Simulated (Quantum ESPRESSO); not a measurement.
# KF (Carobbiite): phonon frequency against volume, with a fit

Wanted: a fit of frequency against volume for KF (Carobbiite), tested on a run that is left out of it.

Calculated with Quantum ESPRESSO 7.5; DFT PBE, scalar-relativistic, plane waves, GBRV ultrasoft pseudopotentials.

**1. The relaxed structure**

Symmetry: Fm-3m, No. 225, cubic system. Conventional cell: a = 5.413 Å, b = 5.413 Å, c = 5.413 Å, α = 90.00°, β = 90.00°, γ = 90.00°. K has 6 F at 2.71 Å nearest. F has 6 K at 2.71 Å nearest. Farther neighbours and most contacts between anions are not listed.

This is the cell after its relaxation at this level of theory, not the database cell from which that began.

**2. Runs at several volumes**

The relaxed cell is scaled uniformly; in this structure symmetry fixes all atoms, so nothing has to be relaxed anew. Each volume gets a ground state and a response at Γ. The mode followed is the highest one without the macroscopic field, of symmetry T1u; longitudinal polar modes lie higher. Cutoff 55 Ry, k mesh 8×8×8.

From the response at V/V₀ = 0.94:

What it wrote:

```text
[banners, grids, parts of the stress and lines that vanish by symmetry left out]
Program PHONON v.7.5
     Reading xml data from directory:

[...]
Exchange-correlation= PBE
                           (   1   4   3   4   0   0   0)
[...]
kinetic-energy cut-off    =      55.0000  Ry
     charge density cut-off    =     440.0000  Ry
     convergence threshold     =      1.0E-18
[...]
Exchange-correlation= PBE
                           (   1   4   3   4   0   0   0)
[...]
q = (   0.0000000   0.0000000   0.0000000 )
     49 Sym.Ops. (with q -> -q+G )
     G cutoff =  559.4481  (  39189 G-vectors)     FFT grid: ( 48, 48, 48)
     G cutoff =  279.7240  (  13803 G-vectors)  smooth grid: ( 36, 36, 36)
     number of k points=    29
[...]
Mode symmetry, O_h (m-3m)  point group:
[...]
Dielectric constant
[...]
End of electric fields calculation
          Dielectric constant in cartesian axis
          (       1.996053727      -0.000000000      -0.000000000 )
          (      -0.000000000       1.996053727       0.000000000 )
          (      -0.000000000      -0.000000000       1.996053727 )
          Effective charges (d Force / dE) in cartesian axis without acoustic sum rule applied (asr)
           atom    1  K     Mean Z*:        1.13998
      Ex  (        1.13998        0.00000       -0.00000 )
      Ey  (        0.00000        1.13998        0.00000 )
      Ez  (       -0.00000        0.00000        1.13998 )
           atom    2  F     Mean Z*:       -1.13772
      Ex  (       -1.13772        0.00000        0.00000 )
      Ey  (        0.00000       -1.13772        0.00000 )
      Ez  (        0.00000       -0.00000       -1.13772 )
          Effective charges Sum: Mean:        0.00226
[...]
Effective charges (d Force / dE) in cartesian axis with asr applied:
           atom    1  K     Mean Z*:        1.13885
[...]
atom    2  F     Mean Z*:       -1.13885
[...]
Representation #   1 modes #   1   2   3
[...]
End of self-consistent calculation
     Convergence has been achieved
     Representation #   2 modes #   4   5   6
[...]
End of self-consistent calculation
     Convergence has been achieved
[...]
Dielectric constant in cartesian axis
          (       1.996053727      -0.000000000      -0.000000000 )
          (      -0.000000000       1.996053727       0.000000000 )
          (      -0.000000000      -0.000000000       1.996053727 )
          Effective charges (d Force / dE) in cartesian axis without acoustic sum rule applied (asr)
           atom    1  K     Mean Z*:        1.13998
      Ex  (        1.13998        0.00000       -0.00000 )
      Ey  (        0.00000        1.13998        0.00000 )
      Ez  (       -0.00000        0.00000        1.13998 )
           atom    2  F     Mean Z*:       -1.13772
      Ex  (       -1.13772        0.00000        0.00000 )
      Ey  (        0.00000       -1.13772        0.00000 )
      Ez  (        0.00000       -0.00000       -1.13772 )
          Effective charges Sum: Mean:        0.00226
[...]
Effective charges (d Force / dE) in cartesian axis with asr applied:
           atom    1  K     Mean Z*:        1.13885
[...]
atom    2  F     Mean Z*:       -1.13885
[...]
q = (    0.000000000   0.000000000   0.000000000 )
[...]
freq (    1) =      -0.062961 [THz] =      -2.100138 [cm-1]
     freq (    2) =      -0.062961 [THz] =      -2.100138 [cm-1]
     freq (    3) =      -0.062961 [THz] =      -2.100138 [cm-1]
     freq (    4) =       5.834930 [THz] =     194.632303 [cm-1]
     freq (    5) =       5.834930 [THz] =     194.632303 [cm-1]
     freq (    6) =       5.834930 [THz] =     194.632303 [cm-1]
[...]
Mode symmetry, O_h (m-3m)  point group:
     freq (   1-   3) =         -2.1  [cm-1]   --> T_1u G_15  G_4- I
     freq (   4-   6) =        194.6  [cm-1]   --> T_1u G_15  G_4- I

   JOB DONE.
```

One volume, V/V₀ = 1.03, is held back as a test.

| V/V₀ | volume (Å³/atom) | pressure (GPa) | ω (cm⁻¹) |
| --- | --- | --- | --- |
| 0.94 | 18.632 | 2.20 | 194.63 |
| 0.97 | 19.227 | 1.05 | 180.31 |
| 1 | 19.821 | 0.08 | 166.65 |
| 1.03 | 20.416 | -0.73 | held back |
| 1.06 | 21.011 | -1.42 | 140.97 |

**3. The fit**

The mode Grüneisen parameter is γ = −d ln ω / d ln V.

| ln(V/V₀) | ln ω |
| --- | --- |
| -0.0619 | 5.2711 |
| -0.0305 | 5.1947 |
| 0.0000 | 5.1159 |
| 0.0583 | 4.9485 |

A straight line through these points has the slope -2.695, so γ = 2.70; at V/V₀ = 1.03 it predicts ω = exp(5.1096 − 0.0797) = 152.92 cm⁻¹.

A parabola of pressure against ln V through V/V₀ = 0.97, 1 and 1.03 gives the bulk modulus B = −dP/d ln V = 29.6 GPa at V₀. With ω₀ from the fitted line the pressure coefficient follows as dω/dP = γ ω₀ / B = 2.70 × 165.6 / 29.6 = 15.1 cm⁻¹/GPa.

**4. The run that was held back**

What it wrote:

```text
[banners, grids, parts of the stress and lines that vanish by symmetry left out]
[banner, memory and clock lines left out]
Program PHONON v.7.5

[...]
Exchange-correlation= PBE
                           (   1   4   3   4   0   0   0)
[...]
kinetic-energy cut-off    =      55.0000  Ry
     charge density cut-off    =     440.0000  Ry
     convergence threshold     =      1.0E-18
[...]
Exchange-correlation= PBE
                           (   1   4   3   4   0   0   0)
[...]
q = (   0.0000000   0.0000000   0.0000000 )
     49 Sym.Ops. (with q -> -q+G )
     G cutoff =  594.6107  (  43143 G-vectors)     FFT grid: ( 50, 50, 50)
     G cutoff =  297.3053  (  15089 G-vectors)  smooth grid: ( 36, 36, 36)
     number of k points=    29
[...]
Mode symmetry, O_h (m-3m)  point group:
[...]
Dielectric constant
[...]
End of electric fields calculation
          Dielectric constant in cartesian axis
          (       1.937287829      -0.000000000       0.000000000 )
          (      -0.000000000       1.937287829       0.000000000 )
          (      -0.000000000       0.000000000       1.937287829 )
          Effective charges (d Force / dE) in cartesian axis without acoustic sum rule applied (asr)
           atom    1  K     Mean Z*:        1.13026
      Ex  (        1.13026       -0.00000       -0.00000 )
      Ey  (       -0.00000        1.13026        0.00000 )
      Ez  (       -0.00000        0.00000        1.13026 )
           atom    2  F     Mean Z*:       -1.12801
      Ex  (       -1.12801       -0.00000        0.00000 )
[...]
Representation #   1 modes #   1   2   3
[...]
End of self-consistent calculation
     Convergence has been achieved
     Representation #   2 modes #   4   5   6
[...]
End of self-consistent calculation
     Convergence has been achieved
[...]
Dielectric constant in cartesian axis
          (       1.937287829      -0.000000000       0.000000000 )
          (      -0.000000000       1.937287829       0.000000000 )
          (      -0.000000000       0.000000000       1.937287829 )
          Effective charges (d Force / dE) in cartesian axis without acoustic sum rule applied (asr)
           atom    1  K     Mean Z*:        1.13026
      Ex  (        1.13026       -0.00000       -0.00000 )
      Ey  (       -0.00000        1.13026        0.00000 )
      Ez  (       -0.00000        0.00000        1.13026 )
           atom    2  F     Mean Z*:       -1.12801
      Ex  (       -1.12801       -0.00000        0.00000 )
      Ey  (       -0.00000       -1.12801       -0.00000 )
      Ez  (        0.00000       -0.00000       -1.12801 )
          Effective charges Sum: Mean:        0.00224
[...]
Effective charges (d Force / dE) in cartesian axis with asr applied:
           atom    1  K     Mean Z*:        1.12913
[...]
atom    2  F     Mean Z*:       -1.12913
[...]
q = (    0.000000000   0.000000000   0.000000000 )
[...]
freq (    1) =      -0.074926 [THz] =      -2.499272 [cm-1]
     freq (    2) =      -0.074926 [THz] =      -2.499272 [cm-1]
     freq (    3) =      -0.074926 [THz] =      -2.499272 [cm-1]
     freq (    4) =       4.603549 [THz] =     153.557871 [cm-1]
     freq (    5) =       4.603549 [THz] =     153.557871 [cm-1]
     freq (    6) =       4.603549 [THz] =     153.557871 [cm-1]
[...]
Mode symmetry, O_h (m-3m)  point group:
     freq (   1-   3) =         -2.5  [cm-1]   --> T_1u G_15  G_4- I
     freq (   4-   6) =        153.6  [cm-1]   --> T_1u G_15  G_4- I
```

It gives 153.56 cm⁻¹ against the predicted 152.92 cm⁻¹, a miss of 0.6 cm⁻¹.

**5. Summary of results**

| Quantity | Value |
| --- | --- |
| mode Grüneisen parameter | 2.695 |
| bulk modulus | 29.6 GPa |
| pressure coefficient | 15.1 cm⁻¹/GPa |

**Reading.** The highest optical mode of KF (Carobbiite) without the LO-TO term stiffens by 15.1 cm⁻¹ a GPa near the relaxed volume, with γ = 2.70. The power law meets all 5 runs within 0.63 %; between neighbouring volumes γ runs from 2.43 to 2.98. Such a coefficient turns a measured shift of this mode into a hydrostatic stress; uniaxial or biaxial stress splits the mode and needs deformation potentials. These are harmonic values at zero temperature for the structure held cubic, which a run at Γ can't show to be stable; the bulk modulus rests on three points.

[Host names and launcher messages were left out of these logs when they were recorded.]

[Logs are printed without paths, hosts, clocks, repeated set-up lines and the standing remarks that a program may print on its own settings, such as how far it seeks lower states.]

[Hosts, paths, dates, database ids (printed as entryN), source tags and the programs' standing remarks are cut or masked in the printed files.]
